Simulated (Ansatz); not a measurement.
# Na on Pd(111): change of the work function, part 2 of 4

How does one ordered layer of Na (fcc site) change the work function of Pd(111), and what dipole does each adsorbate carry?

Ansatz 0.2.0; plane-wave DFT, PBEsol, Ansatz PAW (the session's first sound run).

So far, work function, upper face (eV): step 2 (the clean slab) 5.37.

## Step 3: The covered slab

System of this step: Na/Pd(111). The cell holds 17 atoms: 16 Pd and 1 Na. Its edges and angles: a = 5.501 Å, b = 5.501 Å, c = 27.472 Å, α = 90.0°, β = 90.0°, γ = 60.0°. Vacuum lies along c.

The clean slab as it ended is repeated in the plane and the adsorbate is set on one face; the cell's size fixes the coverage, and the k-mesh shrinks with it to keep the sampling density about even. Adsorbate and upper layers relax, since the dipole depends on the height.

input.yaml reads:

```yaml
crystal:
  lattice:
    - [5.5012907577, 0.0, 0.0]
    - [2.7506453788, 4.7642575497, 0.0]
    - [0.0, 0.0, 27.4717973538]
  atoms:
    - { symbol: Pd, position: [0.0, 0.0, 0.3276087066] }
    - { symbol: Pd, position: [0.1666666667, 0.1666666667, 0.409361368] }
    - { symbol: Pd, position: [0.3333333333, 0.3333333333, 0.4899729546] }
    - { symbol: Pd, position: [0.0, 0.0, 0.5711600159] }
    - { symbol: Pd, position: [0.0, 0.5, 0.3276087066] }
    - { symbol: Pd, position: [0.1666666667, 0.6666666667, 0.409361368] }
    - { symbol: Pd, position: [0.3333333333, 0.8333333333, 0.4899729546] }
    - { symbol: Pd, position: [0.0, 0.5, 0.5711600159] }
    - { symbol: Pd, position: [0.5, 0.0, 0.3276087066] }
    - { symbol: Pd, position: [0.6666666667, 0.1666666667, 0.409361368] }
    - { symbol: Pd, position: [0.8333333333, 0.3333333333, 0.4899729546] }
    - { symbol: Pd, position: [0.5, 0.0, 0.5711600159] }
    - { symbol: Pd, position: [0.5, 0.5, 0.3276087066] }
    - { symbol: Pd, position: [0.6666666667, 0.6666666667, 0.409361368] }
    - { symbol: Pd, position: [0.8333333333, 0.8333333333, 0.4899729546] }
    - { symbol: Pd, position: [0.5, 0.5, 0.5711600159] }
    - { symbol: Na, position: [0.1666666667, 0.1666666667, 0.6723912934] }
kpoints:
  mp_grid: { grid: [6, 6, 1] }
hamiltonian:
  xc: pbesol
scf:
  occupations: { method: fermi_dirac, width: 0.1 }
  convergence: { dr2_threshold: 1.0e-08 }
efield:
  axis: 3
  dipole_correction: true
  ramp_position: 0.97
  ramp_width: 0.06
relax:
  f_tol: 0.02
  max_steps: 60
  constraints: [{ sites: [0, 1, 4, 5, 8, 9, 12, 13] }]
output:
  bader: true
  dos: { projected: true, e_range: [-8, 4] }
  write_potential: true
  write_density: true
  volumetric_format: npy
  elf: true
```

Command:

```console
> ansatz run input.yaml --threads 4 --pin off --max-ram 6144MiB --backend cpu --events-out ev --progress --plain --runs-dir out
```

The log of the run:

```text
[...]
Crystal: 17 atoms, lattice volume = 720.024 Å³
Basis set: ecut = 420 eV, 14017 PW (Γ), exchange–correlation on 80×80×384 points (8 copies of the dense FFT grid, shifted against one another)
Bands: 179, of which v1, the nominal top of the filled ones, is band 149 counted from 1 (148 counted from 0)
Symmetry: 6 space group operations
[...]
k-points: 7 of 36 (time reversal used)
[...]
SCF iter   1: F=—  HF=-111978.432852 eV  |F-HF|=—  |Δ(HF+E_count)|=         —  Δρ=1.38e-2  dr2=1.21e1  ethr=1.77e-3  p=0.447 e·Å  D=1.12e-1 V/Å  ΔV_dip=-3.09 eV  dr2_dipole=2.78e0  V_vac-E_F(+/−)=1.76/4.85 eV  ⟨swp⟩=7.1  Hψ=5240  notcnv=0  defer=48
[...]
SCF iter  13: F=-111978.191708 eV  HF=-111978.191708 eV  |F-HF|=1.57e-9  |Δ(HF+E_count)|=  3.93e-10  Δρ=4.17e-7  dr2=1.95e-9  ethr=3.37e-12  p=0.500 e·Å  D=1.26e-1 V/Å  ΔV_dip=-3.45 eV  dr2_dipole=4.95e-11  V_vac-E_F(+/−)=1.92/5.37 eV  ⟨swp⟩=15.7  Hψ=9030  notcnv=0
SCF 1 converged in 13 iterations: F = -111978.191708 eV  dr2 = 1.95e-9
[...]
relax step   1: F+E_penalty+E_count = -111978.19170814 eV  Δ(F+E_penalty+E_count) = +0.000e0 eV  max|allowed force component| = 9.003e-1 eV/Å  Δτ_max = 0.0000 Å  (13 SCF iters, accepted)
[...]
SCF iter   1: F=—  HF=-111978.347320 eV  |F-HF|=—  |Δ(HF+E_count)|=         —  Δρ=2.68e-3  dr2=1.36e-1  ethr=3.28e-5  p=0.500 e·Å  D=1.26e-1 V/Å  ΔV_dip=-3.45 eV  dr2_dipole=1.72e-2  V_vac-E_F(+/−)=1.93/5.38 eV  ⟨swp⟩=2.0  Hψ=4363  notcnv=0  defer=89
[...]
eigensolver tolerance schedule calibrated: the retry pair's looser diagonalisation under-reported the residual by θ = 0.29 (0.14/decade); ethr = c·dr2/N_el runs at the constant in force after the calibration composes with the one it found (an armed cap, an earlier calibration), c = 4.8e-2
[...]
SCF iter   2: F=—  HF=-111978.345191 eV  |F-HF|=—  |Δ(HF+E_count)|=   2.13e-3  Δρ=1.81e-3  dr2=4.89e-2  ethr=2.19e-5  p=0.515 e·Å  D=1.29e-1 V/Å  ΔV_dip=-3.55 eV  dr2_dipole=5.31e-3  V_vac-E_F(+/−)=1.82/5.37 eV  ⟨swp⟩=2.3  Hψ=2038  notcnv=0  defer=89
[...]
SCF iter  12: F=-111978.335663 eV  HF=-111978.335663 eV  |F-HF|=6.40e-10  |Δ(HF+E_count)|=   1.06e-8  Δρ=6.87e-7  dr2=9.40e-9  ethr=1.60e-12  p=0.517 e·Å  D=1.30e-1 V/Å  ΔV_dip=-3.57 eV  dr2_dipole=2.14e-10  V_vac-E_F(+/−)=1.81/5.37 eV  ⟨swp⟩=11.9  Hψ=8523  notcnv=0
SCF 2 converged in 12 iterations: F = -111978.335663 eV  dr2 = 9.40e-9
relax step   2: F+E_penalty+E_count = -111978.33566330 eV  Δ(F+E_penalty+E_count) = -1.440e-1 eV  max|allowed force component| = 7.480e-1 eV/Å  Δτ_max = 0.1645 Å  (12 SCF iters, accepted)
SCF iter   1: F=—  HF=-111978.454013 eV  |F-HF|=—  |Δ(HF+E_count)|=         —  Δρ=2.90e-3  dr2=3.85e-1  ethr=5.81e-4  p=0.517 e·Å  D=1.30e-1 V/Å  ΔV_dip=-3.57 eV  dr2_dipole=1.06e-1  V_vac-E_F(+/−)=1.82/5.39 eV  ⟨swp⟩=5.6  Hψ=3340  notcnv=0  defer=80
[...]
SCF iter  12: F=-111978.451864 eV  HF=-111978.451864 eV  |F-HF|=4.51e-9  |Δ(HF+E_count)|=   1.88e-8  Δρ=4.99e-7  dr2=4.13e-9  ethr=3.37e-12  p=0.518 e·Å  D=1.30e-1 V/Å  ΔV_dip=-3.58 eV  dr2_dipole=2.10e-10  V_vac-E_F(+/−)=1.80/5.37 eV  ⟨swp⟩=12.6  Hψ=8418  notcnv=0
SCF 3 converged in 12 iterations: F = -111978.451864 eV  dr2 = 4.13e-9
relax step   3: F+E_penalty+E_count = -111978.45186392 eV  Δ(F+E_penalty+E_count) = -1.162e-1 eV  max|allowed force component| = 2.726e-1 eV/Å  Δτ_max = 0.1950 Å  (12 SCF iters, accepted)
[...]
relax step   4: F+E_penalty+E_count = -111978.46249532 eV  Δ(F+E_penalty+E_count) = -1.063e-2 eV  max|allowed force component| = 2.261e-1 eV/Å  Δτ_max = 0.1945 Å  (13 SCF iters, accepted)
[...]
relax step   5: F+E_penalty+E_count = -111978.47107009 eV  Δ(F+E_penalty+E_count) = -8.575e-3 eV  max|allowed force component| = 2.739e-2 eV/Å  Δτ_max = 0.0673 Å  (11 SCF iters, accepted)
SCF iter   1: F=—  HF=-111978.470206 eV  |F-HF|=—  |Δ(HF+E_count)|=         —  Δρ=1.47e-4  dr2=6.96e-4  ethr=1.87e-6  p=0.506 e·Å  D=1.27e-1 V/Å  ΔV_dip=-3.49 eV  dr2_dipole=1.86e-4  V_vac-E_F(+/−)=1.88/5.37 eV  ⟨swp⟩=2.6  Hψ=2262  notcnv=0  defer=42
[...]
SCF iter   8: F=-111978.471185 eV  HF=-111978.471185 eV  |F-HF|=3.26e-9  |Δ(HF+E_count)|=   4.04e-8  Δρ=6.89e-7  dr2=8.11e-9  ethr=3.37e-12  p=0.507 e·Å  D=1.27e-1 V/Å  ΔV_dip=-3.50 eV  dr2_dipole=7.62e-10  V_vac-E_F(+/−)=1.87/5.37 eV  ⟨swp⟩=10.9  Hψ=8829  notcnv=0
SCF 6 converged in 8 iterations: F = -111978.471185 eV  dr2 = 8.11e-9
relax step   6: F+E_penalty+E_count = -111978.47118525 eV  Δ(F+E_penalty+E_count) = -1.152e-4 eV  max|allowed force component| = 1.127e-3 eV/Å  Δτ_max = 0.0094 Å  (8 SCF iters, accepted)
NSCF: frozen V_eff on 7 k-points
[...]
WARN: The input density's exchange-correlation potential varies sharply where the density is thin. Do not read a vacuum level from v_tot or v_xc, or from such a field of the output density. On a cell that repeats whose density bears no net charge and no dipole along the vacuum's axis use v_es (v_loc + v_h of the components); under efield.dipole_correction with no amplitude use v_es + v_field, which holds any external [...]
SCF converged after 8 iterations
Free energy (F): -111978.471185 eV
[...]
Internal energy: -111977.437437 eV  (E = F + TS)
E sigma→0 (E₀):  -111977.954311 eV
Entropy (-TS):   -1.033748 eV (-60.809 meV/atom)
Fermi energy:    4.268982 eV
Dipole field:    D = 0.127429 V/Å  (p = 0.507054 e·Å, saw-weighted, corrected)
Work function:   Φ+ = 1.8727 eV   Φ− = 5.3734 eV
[...]
--- Forces (eV/Å), atoms counted from 1 ---
  atom   1  Pd     0.00215742     0.00124559     0.09208343
  atom   2  Pd     0.00000000    -0.00000000    -0.03977128
  atom   3  Pd    -0.00007453    -0.00004303     0.00082838
  atom   4  Pd     0.00042851     0.00024740    -0.00058524
  atom   5  Pd     0.00000000    -0.00249117     0.09208343
  atom   6  Pd     0.03289212    -0.01899028    -0.11123005
  atom   7  Pd    -0.00000000     0.00008606     0.00082838
  atom   8  Pd     0.00000000    -0.00049480    -0.00058524
  atom   9  Pd    -0.00215742     0.00124559     0.09208343
  atom  10  Pd    -0.00000000     0.03798055    -0.11123005
  atom  11  Pd     0.00007453    -0.00004303     0.00082838
  atom  12  Pd    -0.00042851     0.00024740    -0.00058524
  atom  13  Pd    -0.00000000     0.00000000     0.09801064
  atom  14  Pd    -0.03289212    -0.01899028    -0.11123005
  atom  15  Pd    -0.00000000     0.00000000     0.00021306
  atom  16  Pd     0.00000000    -0.00000000    -0.00059471
  atom  17  Na     0.00000000    -0.00000000    -0.00112715
  max |Σ_I F_I| component: 2.01e-5 eV/Å
--- Band table (eV; the first three rows and the last of 7) ---
  k-point 0: bands = [... 145 lower, 4.3999, 4.5566, 4.5597, 4.5597, 4.6098, 4.6098, 4.6133, 5.1453, ... 26 higher]
  k-point 1: bands = [... 145 lower, 4.2927, 4.2948, 4.3603, 4.4350, 4.4394, 4.4501, 4.6102, 4.8790, ... 26 higher]
  k-point 2: bands = [... 145 lower, 4.0004, 4.1480, 4.2086, 4.2227, 4.2296, 4.2777, 4.4264, 4.4345, ... 26 higher]
  k-point 6: bands = [... 145 lower, 4.0310, 4.0351, 4.0445, 4.0525, 4.0723, 4.0823, 4.0832, 4.1071, ... 26 higher]
--- Relaxed structure (6 steps of the walk, 6 accepted, 0 SCFs on fresh bases) ---
  F+E_penalty+E_count = -111978.47118525 eV   max|allowed force component| = 1.127e-3 eV/Å
  atoms:
    - { symbol: Pd, position: [-1.795949e-17, -1.795949e-17, 0.327609] }
    - { symbol: Pd, position: [0.166667, 0.166667, 0.409361] }
    - { symbol: Pd, position: [0.333883, 0.333883, 0.490552] }
    - { symbol: Pd, position: [-0.0018645, -0.0018645, 0.571165] }
    - { symbol: Pd, position: [2.775558e-17, 0.500000, 0.327609] }
    - { symbol: Pd, position: [0.166667, 0.666667, 0.409361] }
    - { symbol: Pd, position: [0.333883, 0.832234, 0.490552] }
    - { symbol: Pd, position: [-0.0018645, 0.503729, 0.571165] }
    - { symbol: Pd, position: [0.5, -1.795949e-17, 0.327609] }
    - { symbol: Pd, position: [0.666667, 0.166667, 0.409361] }
    - { symbol: Pd, position: [0.832234, 0.333883, 0.490552] }
    - { symbol: Pd, position: [0.503729, -0.0018645, 0.571165] }
    - { symbol: Pd, position: [0.500000, 0.500000, 0.327609] }
    - { symbol: Pd, position: [0.666667, 0.666667, 0.409361] }
    - { symbol: Pd, position: [0.833333, 0.833333, 0.489539] }
    - { symbol: Pd, position: [0.500000, 0.500000, 0.573939] }
    - { symbol: Na, position: [0.166667, 0.166667, 0.655017] }
--- Bader charges: 17 sites ---
  site symbol  charge [e]  shift [e]
     0     Pd     -0.0326     0.0000
     1     Pd      0.0321     0.0000
     2     Pd      0.0250     0.0000
     3     Pd     -0.2270     0.0000
     4     Pd     -0.0326     0.0000
     5     Pd      0.0317     0.0000
     6     Pd      0.0250     0.0000
     7     Pd     -0.2270     0.0000
     8     Pd     -0.0326     0.0000
     9     Pd      0.0317     0.0000
    10     Pd      0.0250     0.0000
    11     Pd     -0.2270     0.0000
    12     Pd     -0.0323     0.0000
    13     Pd      0.0317     0.0000
    14     Pd      0.0189     0.0000
    15     Pd     -0.1637     0.0000
    16     Na      0.7536     0.0001
  estimated error of the sums over rays = 3.7e-4 e
```

The job ended after 2.8 min (4 threads of Arm Neoverse V2, shared host; peak memory 3 GiB).

Step by step:

```csv
step,energy less that of the first step (eV),largest force component (eV/Å)
1,0.0000,0.9003
2,-0.1440,0.7480
3,-0.2602,0.2726
4,-0.2708,0.2261
5,-0.2794,0.0274
6,-0.2795,0.0011
```

Forces are held to the 6 operations that the program found; a distortion that breaks them can't arise in this run.

The atoms that moved most (Å):

```csv
atom,dx,dy,dz,length
Na17,0.000,0.000,-0.477,0.477
Pd16,0.000,0.000,0.076,0.076
Pd8,0.000,0.018,0.000,0.018
Pd12,0.015,-0.009,0.000,0.018
Pd4,-0.015,-0.009,0.000,0.018
Pd3,0.005,0.003,0.016,0.017
Pd11,-0.005,0.003,0.016,0.017
Pd7,0.000,-0.005,0.016,0.017
```

Read from the output:

```
energy at zero smearing        : -111977.9543 eV
work function, upper face      : 1.873 eV
work function, lower face      : 5.373 eV
dipole along the normal        : 0.5071 e·Å
step between the vacuum levels : -3.501 eV
```

Running mean over 2.246 Å of the planar mean; the ramp of the sawtooth is left out. Electron's electrostatic potential energy less the Fermi level against z:

```csv
z (Å),electron's electrostatic potential energy less the Fermi level (eV)
3.5,5.37
4.0,5.37
4.5,5.37
5.0,5.37
5.5,5.36
6.0,5.32
6.5,5.17
7.0,4.54
7.5,1.91
8.0,-3.02
8.5,-6.95
9.0,-8.18
9.5,-8.35
10.0,-8.41
10.5,-8.45
11.0,-8.52
11.5,-8.61
12.0,-8.74
12.5,-8.78
13.0,-8.67
13.5,-8.57
14.0,-8.54
14.5,-8.51
15.0,-8.46
15.5,-8.34
16.0,-7.90
16.5,-5.66
17.0,-1.85
17.5,0.775
18.0,1.17
18.5,0.907
19.0,1.05
19.5,1.55
20.0,1.75
20.5,1.82
21.0,1.85
21.5,1.86
22.0,1.87
22.5,1.87
23.0,1.87
23.5,1.87
24.0,1.87
```

The density of states has structure finer than the step of the table below, so its rows give means over 0.25 eV. Peaks (eV: height): -2.770: 59.1, -2.620: 72.5, -2.530: 62.8, -2.440: 72.5, -1.620: 63.7, -1.470: 63.1, -0.180: 54.5.

Density of states against energy, zero at the Fermi level; means over each step:

```csv
energy (eV),density of states (states/eV a cell)
-7.00,0
-6.75,0.589
-6.50,0.943
-6.25,1.07
-6.00,1.12
-5.75,1.48
-5.50,3.21
-5.25,3.55
-5.00,17.8
-4.75,25.2
-4.50,33.6
-4.25,26.6
-4.00,26.2
-3.75,27.8
-3.50,18.4
-3.25,23.3
-3.00,25.3
-2.75,41.7
-2.50,44.0
-2.25,33.6
-2.00,32.4
-1.75,27.0
-1.50,34.4
-1.25,26.9
-1.00,36.4
-0.75,37.8
-0.50,25.7
-0.25,44.5
0.00,34.0
0.25,9.61
0.50,6.00
0.75,3.26
1.00,5.43
1.25,8.45
1.50,4.69
1.75,4.42
```

Projected DOS per atom over height of the atomic layer and energy from the Fermi level. Layers: Pd4 Pd4 Pd4 Pd4 Na from below.

Ten even steps from '_' (0.00 states/eV) to '@' (2.73 states/eV), each cell a mean:
```
________..
________..
________..
..........
##%%%%**__
##****##__
@@++**@@__
##++++##__
%%====%%..
@@####@@__
##%%%%%%__
==++++++__
++++++++__
++****++__
--@@@@--__
__====..__
__________
__________
__________
__________
__________
__________
```
Columns: height of the atomic layer (Å) from 9 to 18.0; rows upwards: energy from the Fermi level (eV) from -7.96 to 1.95.

ELF in the ca plane at fractional y = 0.167, with atoms of Pd and Na within 0.2 Å of it. It is the smooth field of the valence electrons, not physical close to the nuclei.

Ten even steps from '0' (0.00) to '9' (0.59), each cell a mean:
```
66433333333466533456644210000001000000000000
66433333333466533456643321000111000000000000
44333466533345433344433332211110000000000000
33334788853333322333333322211100000000000000
33334865863333322233333322111000000000000000
33334877853333322233333322111000000000000000
43333688743333333334333332211100000000000000
65433344333456433356543332111110000000000000
66533333333467533466644310000011000000000000
55433344433456433345543101100001100000000000
33333688743334333333342158850000100000000000
33334877853333322233441287892000110000000000
33334865863333322233441395793000110000000000
33334788853333322333342179971000100000000000
54333466533344433344443114520001100000000000
```
Columns run along c (16.0 Å, from fractional 0.32 to 0.91 of the cell), rows up along a (5.5 Å). Atoms in or near the plane, at fractional coordinates: Pd at (0.41, 0.17), Pd at (0.41, 0.67), Na at (0.66, 0.17).

Electrostatic potential energy in the ca plane at fractional y = 0.167, with atoms of Pd and Na within 0.2 Å of it. With pseudopotentials it is smooth inside the atoms' cores, unlike the true potential.

Values in eV, 8 rows by 16 columns, each cell a mean:
```
-14   5   3   5 -11  -4  -5  -8   7   5   6   7   7   7   7   7
 -1   2 -23  -2  -1   3   3   2   8   8   7   7   7   7   7   7
  6  -5 -42 -15   6   7   7   7   8   8   8   7   7   7   7   7
 -1   1 -26  -3   1   4   3   2   8   8   7   7   7   7   7   7
-14   5   3   5 -11  -4  -5  -8   7   5   6   7   7   7   7   7
 -1   2 -23  -2  -1   3   3   2   3 -11   3   6   7   7   7   7
  6  -5 -42 -15   6   7   8   7  -6 -39   0   6   7   7   7   7
 -1   1 -26  -3   1   4   3   2   2 -13   3   6   7   7   7   7
```
Columns run along c (16.0 Å, from fractional 0.32 to 0.91 of the cell; values clipped at the 3rd and 97th percentile), rows up along a (5.5 Å). Atoms in or near the plane, at fractional coordinates: Pd at (0.41, 0.17), Pd at (0.41, 0.67), Na at (0.66, 0.17).

Valence density in the ca plane at fractional y = 0.167, with atoms of Pd and Na within 0.2 Å of it. It is the smooth field of the valence electrons, not physical close to the nuclei.

Ten steps, logarithmic in the rise over the least value, from '0' (0 e/Å³) to '9' (16 e/Å³), each cell a mean:
```
55321222212345422345421000000000000000000000
55321222212345422345421000000000000000000000
33222355422234321233321000000000000000000000
22223688742222211122211000000000000000000000
11124799852111111111110000000000000000000000
22123799842122111122110000000000000000000000
33222577532223211223211000000000000000000000
44322233222344322344421000000000000000000000
55321122212355422345421000000000000000000000
44322233322344322244321001100000000000000000
32222577532223221222211135520000000000000000
22123799842122111112111279841000000000000000
11124799852111111111111279951000000000000000
22223688742222211122211157730000000000000000
43322355422233321233321112200000000000000000
```
Columns run along c (16.0 Å, from fractional 0.32 to 0.91 of the cell), rows up along a (5.5 Å). Atoms in or near the plane, at fractional coordinates: Pd at (0.41, 0.17), Pd at (0.41, 0.67), Na at (0.66, 0.17).

The relaxation took 6 steps and lowered the energy by 0.28 eV; the largest force on the free atoms ends at 0.0011 eV/Å.

By hand: a sheet of dipoles makes a step −p/(ε₀A) in the electron's potential. With e/ε₀ = 180.95 V·Å, p = 0.5071 e·Å and A = 26.21 Å², that is −180.95 × (0.5071) / 26.21 = -3.501 eV, and the two vacuum levels of the run differ by -3.501 eV.

The covered face has 1.87 eV, -3.49 eV against the clean one; the bare back face has moved by +0.00 eV, a measure of how thin the slab is.

## Step 4: Work function against coverage

This step: plane-wave DFT, PBEsol, Ansatz PAW; work function against coverage (Ansatz 0.2.0).

The runs are now put side by side.

This step gave:

```yaml
work_function_of_the_clean_face: 5.366 eV
largest_change_of_the_work_function: -3.494 eV
```

The work function of the covered face by coverage:

```csv
coverage (adsorbates/nm²),work function of the covered face (eV)
0.00,5.37
3.82,1.87
```

The dipole per adsorbate comes from the change of the cell's dipole. Coverage, by row:

```csv
coverage (1/nm²),coverage (ML),work function (eV),change (eV),"dipole per adsorbate, positive end outwards (debye)",mean height of the added atoms over the highest substrate atom (Å)
3.815,0.25,1.873,-3.494,2.432,2.227
```

(Continued in part 3 of 4.)

[Long decimals in the printed logs are rounded to 6 places.]

[Logs are printed without paths, hosts, clocks, repeated set-up lines and the standing remarks that a program may print on its own settings, such as how far it seeks lower states.]

[Hosts, paths, dates, database ids (printed as entryN), source tags and the programs' standing remarks are cut or masked in the printed files.]

[Maps of the electrostatic potential energy from Ansatz leave out the sawtooth potential of an applied field or a dipole correction, so their vacuum need not be flat; planar profiles and work functions include it.]

[The density of states shown here was stored with 400 of the rows of the run's finer table, so its peaks can read low, often by over a quarter, or be missed, and its means over a window can be off by a tenth or more.]
